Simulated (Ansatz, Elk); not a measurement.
## TiIn4GaCo: X-ray structure factors from the self-consistent density

The structure of TiIn4GaCo used here is made up (a known structure type with other elements) and was relaxed beforehand with PBE. The aim is the Fourier transform of its all-electron density, F(hkl), set beside the sum over free spherical atoms that refinements use.

Calculated with Elk 11.2.3 (patched build); DFT, PBE, all-electron APW+lo, Dirac cores, scalar-relativistic bands, static density, no spin.

The structure was built from a prototype and need not be the compound's stable phase.

**1. Set-up**

The structure is tetragonal, space group P4/mmm (No. 123). The conventional cell has a = 4.434 Å, b = 4.434 Å, c = 7.037 Å, α = 90.00°, β = 90.00°, γ = 90.00°. Nearest to In lie 2 Co at 2.67 Å and 1 In at 2.97 Å and 2 Ti at 3.01 Å and 2 Ga at 3.01 Å. Nearest to Ga lie 8 In at 3.01 Å and 4 Ti at 3.14 Å. Nearest to Co lie 8 In at 2.67 Å. Nearest to Ti lie 8 In at 3.01 Å and 4 Ga at 3.14 Å. Farther neighbours are not listed.

**2. Ground state and structure factors**

An all-electron density is needed, since X-rays see the cores too. Task 0 finds the density and task 195 Fourier-transforms it; tshift is off so that phases refer to the origin typed.

elk.in

```
tasks
  0
  195

xctype
  20

spinpol
  .false.

rgkmax
  7.0

gmaxvr
  14.0

lmaxo
  7

lmaxapw
  8

swidth
  0.002

tshift
  .false.

ramdisk
  .false.

hmaxvr
  5.5

maxscl
  120

epspot
  1e-06

sppath
  './'

avec
  8.37827551719 0.00000000000 -0.00000000000
  0.00000000000 8.37827551719 0.00000000000
  -0.00000000000 0.00000000000 13.29726402529

atoms
  4
  'In.in'
  4
  0.5000000000 -0.0000000000 0.7108262403   0.000000 0.000000 0.000000
  0.5000000000 -0.0000000000 0.2891737597   0.000000 0.000000 0.000000
  0.0000000000 0.5000000000 0.7108262403   0.000000 0.000000 0.000000
  0.0000000000 0.5000000000 0.2891737597   0.000000 0.000000 0.000000
  'Ga.in'
  1
  0.5000000000 0.5000000000 -0.0000000000   0.000000 0.000000 0.000000
  'Co.in'
  1
  0.0000000000 0.0000000000 0.5000000000   0.000000 0.000000 0.000000
  'Ti.in'
  1
  -0.0000000000 0.0000000000 -0.0000000000   0.000000 0.000000 0.000000

ngridk
  5 5 3
```

Run with:

```sh
$ OMP_NUM_THREADS=4 elk
```

Numbers of over 12 decimals in the logs are rounded to 6 here.

What it wrote:

```text
┌─────────────────────────┐
│ Elk code version 11.2.3 │
└─────────────────────────┘

All units are atomic (Hartree, Bohr, etc.)

┌─────────────────────────────────────────────────┐
│ Ground-state run starting from atomic densities │
└─────────────────────────────────────────────────┘

Lattice vectors :
   8.378275517       0.000000000      -0.000000000
   0.000000000       8.378275517       0.000000000
  -0.000000000       0.000000000       13.29726403

Reciprocal lattice vectors :
  0.7499377759      -0.000000000       0.000000000
  -0.000000000      0.7499377759      -0.000000000
   0.000000000      -0.000000000      0.4725171505

Unit cell volume      :    933.4081054
Brillouin zone volume :   0.2657467961

Muffin-tin inner radius fraction :   0.1000000000E-01

Nuclei treated as point charges

Species : 1 (In)
 parameters loaded from : In.in
 name : indium
 nuclear charge    :   -49.00000000
 electronic charge :    49.00000000
 atomic mass :    209300.4102
 muffin-tin radius :    2.595129881
 number of radial points in muffin-tin :   1193
 inner part over the whole radius :   0.9948516850E-02
 number on inner part of muffin-tin    :    850
 approximate nuclear radius :   0.8768807633E-04
 number of mesh points to nuclear radius :    427
 atomic positions (lattice), magnetic fields (Cartesian) :
  1 :   0.50000000  0.00000000 -0.28917376    0.00000000  0.00000000  0.00000000
  2 :   0.50000000  0.00000000  0.28917376    0.00000000  0.00000000  0.00000000
  3 :   0.00000000  0.50000000 -0.28917376    0.00000000  0.00000000  0.00000000
  4 :   0.00000000  0.50000000  0.28917376    0.00000000  0.00000000  0.00000000

Species : 2 (Ga)
 parameters loaded from : Ga.in
 name : gallium
 nuclear charge    :   -31.00000000
 electronic charge :    31.00000000
 atomic mass :    127097.2539
 muffin-tin radius :    2.400000000
 number of radial points in muffin-tin :    993
 inner part over the whole radius :   0.9952882137E-02
 number on inner part of muffin-tin    :    702
 approximate nuclear radius :   0.7562051033E-04
 number of mesh points to nuclear radius :    339
 atomic positions (lattice), magnetic fields (Cartesian) :
  1 :   0.50000000  0.50000000  0.00000000    0.00000000  0.00000000  0.00000000

Species : 3 (Co)
 parameters loaded from : Co.in
 name : cobalt
 nuclear charge    :   -27.00000000
 electronic charge :    27.00000000
 atomic mass :    107428.6517
 muffin-tin radius :    2.395504505
 number of radial points in muffin-tin :    993
 inner part over the whole radius :   0.9846682595E-02
 number on inner part of muffin-tin    :    700
 approximate nuclear radius :   0.7243775530E-04
 number of mesh points to nuclear radius :    333
 atomic positions (lattice), magnetic fields (Cartesian) :
  1 :   0.00000000  0.00000000  0.50000000    0.00000000  0.00000000  0.00000000

Species : 4 (Ti)
 parameters loaded from : Ti.in
 name : titanium
 nuclear charge    :   -22.00000000
 electronic charge :    22.00000000
 atomic mass :    87256.20317
 muffin-tin radius :    2.400000000
 number of radial points in muffin-tin :    993
 inner part over the whole radius :   0.9985722337E-02
 number on inner part of muffin-tin    :    699
 approximate nuclear radius :   0.6805665174E-04
 number of mesh points to nuclear radius :    325
 atomic positions (lattice), magnetic fields (Cartesian) :
  1 :   0.00000000  0.00000000  0.00000000    0.00000000  0.00000000  0.00000000

Total number of atoms per unit cell :    7
Total muffin-tin volume :    466.2296861
 ratio of muffin-tin to unit cell volume :   0.4994917908

Spin treatment :
 spin-unpolarised

Number of Bravais lattice symmetries :   16
Number of crystal symmetries         :   16
Crystal has inversion symmetry
Real symmetric eigensolver will be used

k-point grid :      5     5     3
k-point offset :    0.000000000       0.000000000       0.000000000
k-point set is reduced with full crystal symmetry group
Total number of k-points :       12

[...]
(states/Hartree/unit cell)

Estimated indirect band gap :   0.1896866370E-02
 from k-point 3 to k-point 10
Estimated direct band gap   :   0.5715027450E-02
 at k-point 3

Charges :
 core                        :    160.0000000
 valence                     :    116.0000000
 interstitial                :    9.628425585
 muffin-tins (core leakage)
  species : 1 (In)
[...]
species : 2 (Ga)
[...]
species : 3 (Co)
[...]
species : 4 (Ti)
[...]
total in muffin-tins        :    266.3715744
 total calculated charge     :    275.9976033
 total charge                :    276.0000000
 error                       :   0.2396650564E-02

RMS change in Kohn-Sham potential (target) :   0.5360449557     (  0.1000000000E-05)
Absolute change in total energy (target)   :   0.8745310766     (  0.1000000000E-03)

[... loops 3 to 21 left out ...]

┌──────────────────┐
│ Loop number : 22 │
└──────────────────┘

Energies :
 Fermi                       :     0.264996
 sum of occupied eigenvalues :     -16578.187789632
 electron kinetic            :      28981.862816569
 core electron kinetic       :      27802.448336176
 Coulomb                     :     -55888.409837016
 Coulomb potential           :     -44493.921319331
 nuclear-nuclear             :     -3160.6440780810
 electron-nuclear            :     -61045.366699858
 Hartree                     :      8317.6009409230
 Madelung                    :     -33641.449177350
 xc potential                :     -1066.1292868696
 exchange                    :     -803.53676212279
 correlation                 :     -14.337246513612
 electron entropic           :    -0.21615912046900E-02
 total energy                :     -27724.423190675

Density of states at Fermi energy :    171.8337158
 (states/Hartree/unit cell)

Estimated indirect band gap :   0.4895888600E-03
 from k-point 9 to k-point 3
Estimated direct band gap   :   0.3238620616E-02
 at k-point 2

Charges :
 core                        :    160.0000000
 valence                     :    116.0000000
 interstitial                :    10.07528273
 muffin-tins (core leakage)
  species : 1 (In)
[...]
species : 2 (Ga)
[...]
species : 3 (Co)
[...]
species : 4 (Ti)
[...]
total in muffin-tins        :    265.9247173
 total calculated charge     :    275.9978022
 total charge                :    276.0000000
 error                       :   0.2197784457E-02

RMS change in Kohn-Sham potential (target) :   0.1180040892E-06 (  0.1000000000E-05)
Absolute change in total energy (target)   :   0.4275749598E-04 (  0.1000000000E-03)

Convergence targets achieved

┌──────────────────┐
│ Loop number : 23 │
└──────────────────┘

Energies :
 Fermi                       :     0.264996
 sum of occupied eigenvalues :     -16578.187775120
 electron kinetic            :      28981.862833409
 core electron kinetic       :      27802.448343575
 Coulomb                     :     -55888.409840810
 Coulomb potential           :     -44493.921314113
 nuclear-nuclear             :     -3160.6440780810
 electron-nuclear            :     -61045.366712686
 Hartree                     :      8317.6009499566
 Madelung                    :     -33641.449183754
 xc potential                :     -1066.1292944158
 exchange                    :     -803.53676257982
 correlation                 :     -14.337246509070
 electron entropic           :    -0.21615912291820E-02
 total energy                :     -27724.423178082

Density of states at Fermi energy :    171.8337261
 (states/Hartree/unit cell)

Estimated indirect band gap :   0.4895906458E-03
 from k-point 9 to k-point 3
Estimated direct band gap   :   0.3238634247E-02
 at k-point 2

Charges :
 core                        :    160.0000000
 valence                     :    116.0000000
 interstitial                :    10.07528239
 muffin-tins (core leakage)
  species : 1 (In)
[...]
species : 2 (Ga)
   atom 1                    :    29.62064454     (  0.7470682483E-03)
  species : 3 (Co)
   atom 1                    :    26.26470795     (  0.5082481452E-03)
  species : 4 (Ti)
   atom 1                    :    20.20597611     ( -0.2204292837E-06)
 total in muffin-tins        :    265.9247176
 total calculated charge     :    275.9978022
 total charge                :    276.0000000
 error                       :   0.2197784458E-02

┌──────────────────────────────┐
│ Self-consistent loop stopped │
└──────────────────────────────┘

Warning : core states of species 1 leak from the muffin-tin :   0.1333690098E-03

Warning : core states of species 2 leak from the muffin-tin :   0.7470682483E-03

Warning : core states of species 3 leak from the muffin-tin :   0.5082481452E-03

Wrote STATE.OUT
```

Run time: 1.7 min. Hardware: 4 threads of Intel Xeon Platinum 8259CL at 2.50GHz (Skylake/Cascade Lake), shared host; peak memory 0.33 GiB; 4.1 min of CPU time.

SFACRHO.OUT:

```text

h k l indices transformed by vhmat matrix:
   1.000000000       0.000000000       0.000000000    
   0.000000000       1.000000000       0.000000000    
   0.000000000       0.000000000       1.000000000    

      h      k      l  multipl.   |H|            Re(F)            Im(F)           |F|

      0      0      0      1   0.0000000       276.00000      0.53524338E-16   276.00000    
      0      0      1      2  0.47251715      -21.463358      0.52719174E-14   21.463358    
      1      0      0      4  0.74993778       15.553056      0.13734056E-13   15.553056    
      0     -1      1      8  0.88638543      -33.082489     -0.10439982E-13   33.082489    
      0      0      2      2  0.94503430      -83.241405      0.75639749E-13   83.241405    
     -1      1      0      4   1.0605722      -101.56510      0.25328784E-15   101.56510    
      1      1      1      8   1.1610710       60.509636     -0.39108858E-13   60.509636    
      1      0     -2      8   1.2064396       12.772826     -0.41642933E-14   12.772826    
      0      0      3      2   1.4175515       123.39441     -0.74340676E-13   123.39441    
      1      1     -2      8   1.4205292       196.99167      0.52329042E-13   196.99167    
      2      0      0      4   1.4998756       211.33546     -0.24305035E-13   211.33546    
      0      2     -1      8   1.5725454      -17.875182     -0.58836081E-14   17.875182    
      1      0     -3      8   1.6037016      -28.179966      0.30435352E-13   28.179966    
     -1      2      0      8   1.6769118       10.612710     -0.24003044E-13   10.612710    
     -2      1      1     16   1.7422129      -27.220326     -0.15312963E-13   27.220326    
      1      1     -3      8   1.7703857      -78.599799     -0.17820502E-13   78.599799    
      2      0     -2      8   1.7727709      -70.831498     -0.72572252E-13   70.831498    
      0      0     -4      2   1.8900686       130.64508      0.48054000E-13   130.64508
```

Elk indexes on the primitive cell of elk.in and gives |H| = 4π sin θ/λ in inverse bohr. Below, one row stands for each form hkl of the conventional cell (m members, Friedel mates merged), F is for one primitive cell and the density is static (no thermal factor). Free-atom factors are Waasmaier and Kirfel's, and R is Σm||F|−|F'||/Σm|F|.

| hkl | m | sin θ/λ (Å⁻¹) | abs F, DFT | neutral atoms | diff. |
| --- | --- | --- | --- | --- | --- |
| 001 | 2 | 0.071 | 21.463 | 21.426 | +0.038 |
| 100 | 4 | 0.113 | 15.553 | 15.014 | +0.539 |
| 101 | 8 | 0.133 | 33.083 | 32.716 | +0.366 |
| 002 | 2 | 0.142 | 83.241 | 83.675 | -0.434 |
| 110 | 4 | 0.160 | 101.565 | 101.873 | -0.308 |
| 111 | 8 | 0.175 | 60.510 | 60.781 | -0.272 |
| 102 | 8 | 0.181 | 12.773 | 12.776 | -0.003 |
| 003 | 2 | 0.213 | 123.394 | 124.141 | -0.747 |
| 112 | 8 | 0.214 | 196.992 | 197.643 | -0.651 |
| 200 | 4 | 0.226 | 211.335 | 212.154 | -0.819 |
| 201 | 8 | 0.236 | 17.875 | 17.801 | +0.074 |
| 103 | 8 | 0.241 | 28.180 | 28.342 | -0.162 |
| 210 | 8 | 0.252 | 10.613 | 10.690 | -0.077 |
| 211 | 16 | 0.262 | 27.220 | 27.517 | -0.296 |
| 113 | 8 | 0.266 | 78.600 | 78.656 | -0.056 |
| 202 | 8 | 0.267 | 70.832 | 70.837 | -0.006 |
| 004 | 2 | 0.284 | 130.645 | 131.087 | -0.442 |
| 212 | 16 | 0.289 | 9.749 | 9.681 | +0.068 |

**3. The highest occupied states alone**

An energy window below the Fermi level keeps the highest occupied states, to see at which angles they scatter; shallow core shells can lie inside it and anion s states outside. No new self-consistency is needed.

Changes to elk.in since step 2:

```diff
@@ -1,3 +1,2 @@
 tasks
-  0
   195
@@ -40,2 +39,5 @@
 
+wsfac
+  -0.286240 0.565000
+
 sppath
```

Run with:

```sh
$ OMP_NUM_THREADS=4 elk
```

What it wrote:

```text
┌─────────────────────────────────┐
│ Elk code version 11.2.3 started │
└─────────────────────────────────┘

Info(readinput): the functional depends on the density's gradient
 muffin-tin radial points multiplied by    2.00000
 (not where nrmtscf is given)

┌────────────────────┐
│ Current task : 195 │
└────────────────────┘
Info(checkmt): changed muffin-tin radius of species 1 (In) from   2.6000 to   2.5951
Info(checkmt): changed muffin-tin radius of species 3 (Co) from   2.4000 to   2.3955

Info(sfacrho): density structure factors written to SFACRHO.OUT

 Energy window :  -0.2862400000      0.5650000000

┌──────────────────┐
│ Elk code stopped │
└──────────────────┘
```

It took 48 s on 4 threads; peak memory 0.24 GiB; 54 s of CPU time.

States within 15 eV below the Fermi level hold 74.27 electrons; any levels below the window count with the cores, and a count that is not whole means the window cuts a band. Their amplitudes can exceed the total, where window and core parts have opposite phase:

| hkl | sin θ/λ (Å⁻¹) | abs F, window | abs F, all |
| --- | --- | --- | --- |
| 001 | 0.071 | 6.664 | 21.463 |
| 100 | 0.113 | 1.273 | 15.553 |
| 101 | 0.133 | 12.763 | 33.083 |
| 002 | 0.142 | 13.585 | 83.241 |
| 110 | 0.160 | 16.136 | 101.565 |
| 111 | 0.175 | 8.948 | 60.510 |
| 102 | 0.181 | 0.331 | 12.773 |
| 003 | 0.213 | 16.985 | 123.394 |
| 112 | 0.214 | 30.797 | 196.992 |
| 200 | 0.226 | 31.209 | 211.335 |

**4. Another functional**

The difference from free atoms is small, so it is set against the change that LDA (Perdew-Wang) makes.

Changes to elk.in since step 3:

```diff
@@ -1,2 +1,3 @@
 tasks
+  0
   195
@@ -4,3 +5,3 @@
 xctype
-  20
+  3
 
@@ -39,5 +40,2 @@
 
-wsfac
-  -0.286240 0.565000
-
 sppath
```

Run with:

```sh
$ OMP_NUM_THREADS=4 elk
```

What it wrote:

```text
┌─────────────────────────┐
│ Elk code version 11.2.3 │
└─────────────────────────┘

All units are atomic (Hartree, Bohr, etc.)

┌─────────────────────────────────────────────────┐
│ Ground-state run starting from atomic densities │
└─────────────────────────────────────────────────┘

Lattice vectors :
   8.378275517       0.000000000      -0.000000000
   0.000000000       8.378275517       0.000000000
  -0.000000000       0.000000000       13.29726403

Reciprocal lattice vectors :
  0.7499377759      -0.000000000       0.000000000
[...]
species : 4 (Ti)
   atom 1                    :    20.21759427     ( -0.3536579285E-05)
 total in muffin-tins        :    266.0523341
 total calculated charge     :    275.9977317
 total charge                :    276.0000000
 error                       :   0.2268300419E-02

┌──────────────────────────────┐
│ Self-consistent loop stopped │
└──────────────────────────────┘

Warning : core states of species 1 leak from the muffin-tin :   0.1314855132E-03

Warning : core states of species 2 leak from the muffin-tin :   0.7673319125E-03

Warning : core states of species 3 leak from the muffin-tin :   0.5308049910E-03

Wrote STATE.OUT
[key lines of the parts left out:]
total energy                :     -27696.834101235
```

It took 55 s on 4 threads; peak memory 0.24 GiB.

Against the first run R = 0.04 %; the largest change is -0.132 at 220.

**5. Basis size**

The basis and the expansions that go with it are enlarged, to see whether the differences are converged.

Changes to elk.in since step 4:

```diff
@@ -5,3 +5,3 @@
 xctype
-  3
+  20
 
@@ -11,12 +11,12 @@
 rgkmax
-  7.0
+  8.5
 
 gmaxvr
-  14.0
+  18.0
 
 lmaxo
-  7
+  9
 
 lmaxapw
-  8
+  10
```

Run with:

```sh
$ OMP_NUM_THREADS=4 elk
```

What it wrote:

```text
┌─────────────────────────┐
│ Elk code version 11.2.3 │
└─────────────────────────┘

All units are atomic (Hartree, Bohr, etc.)

┌─────────────────────────────────────────────────┐
│ Ground-state run starting from atomic densities │
└─────────────────────────────────────────────────┘

Lattice vectors :
   8.378275517       0.000000000      -0.000000000
   0.000000000       8.378275517       0.000000000
  -0.000000000       0.000000000       13.29726403

Reciprocal lattice vectors :
  0.7499377759      -0.000000000       0.000000000
[...]
species : 4 (Ti)
   atom 1                    :    20.21928510     ( -0.2204296532E-06)
 total in muffin-tins        :    265.9855483
 total calculated charge     :    275.9981771
 total charge                :    276.0000000
 error                       :   0.1822932423E-02

┌──────────────────────────────┐
│ Self-consistent loop stopped │
└──────────────────────────────┘

Warning : core states of species 1 leak from the muffin-tin :   0.1333386394E-03

Warning : core states of species 2 leak from the muffin-tin :   0.7460709610E-03

Warning : core states of species 3 leak from the muffin-tin :   0.5089699106E-03

Wrote STATE.OUT
[key lines of the parts left out:]
total energy                :     -27724.471855867
```

Elapsed: 4.3 min, on 4 threads; peak memory 0.59 GiB; 9.4 min of CPU time.

Against the first run R = 0.01 %; the largest change is -0.023 at 312.

**6. Settings against the effect**

| run | R against the first run (%) | R against neutral atoms, low angle (%) | wall time |
| --- | --- | --- | --- |
| PBE, rgkmax 7 | 0.00 | 0.44 | 1.7 min |
| LDA (Perdew-Wang) | 0.04 | 0.45 | 55 s |
| rgkmax 8.5 with larger expansions | 0.01 | 0.44 | 4.3 min |

**7. Outcome**

```json
{
  "R against neutral atoms, sin θ/λ < 0.3 Å⁻¹": "0.44 %",
  "R against neutral atoms, 0.3 to 0.69 Å⁻¹": "0.15 %"
}
```

In words: Independent neutral atoms miss the calculated amplitudes by R = 0.44 % below 0.3 Å⁻¹ and 0.15 % from there to 0.69 Å⁻¹; by shells, 1.12 % below 0.15 Å⁻¹ (4 forms), 0.38 % 0.15 to 0.3 (14 forms), 0.15 % 0.3 to 0.45 (30 forms), 0.15 % above 0.45 (101 forms). Bonding, aspherical density and the tables' own atoms all enter these figures, and the runs don't part them. The largest change of an amplitude is -0.82 electrons, at 200. The window's part falls from 74.3 electrons at the origin to at most 7.72 between 0.45 and 0.69 Å⁻¹, where compact states inside the window still scatter. The window holds more than the 28 outer electrons of the free atoms, so shallow core shells lie inside it. Below 0.3 Å⁻¹ the changes that finished (LDA (Perdew-Wang) and rgkmax 8.5 with larger expansions) move F by R = 0.02 % at most, against the 0.44 % that separates it from free atoms. The k-mesh has no finished test. These runs have no spin, though d or f shells may be open. Part of the difference isn't bonding: the tables are fits to free atoms and ions calculated by other methods than this functional. Thermal motion, anomalous dispersion and extinction are left out.

[Logs are printed without paths, hosts, clocks, repeated set-up lines and the standing remarks that a program may print on its own settings, such as how far it seeks lower states.]

[Hosts, paths, dates, database ids (printed as entryN), source tags and the programs' standing remarks are cut or masked in the printed files.]
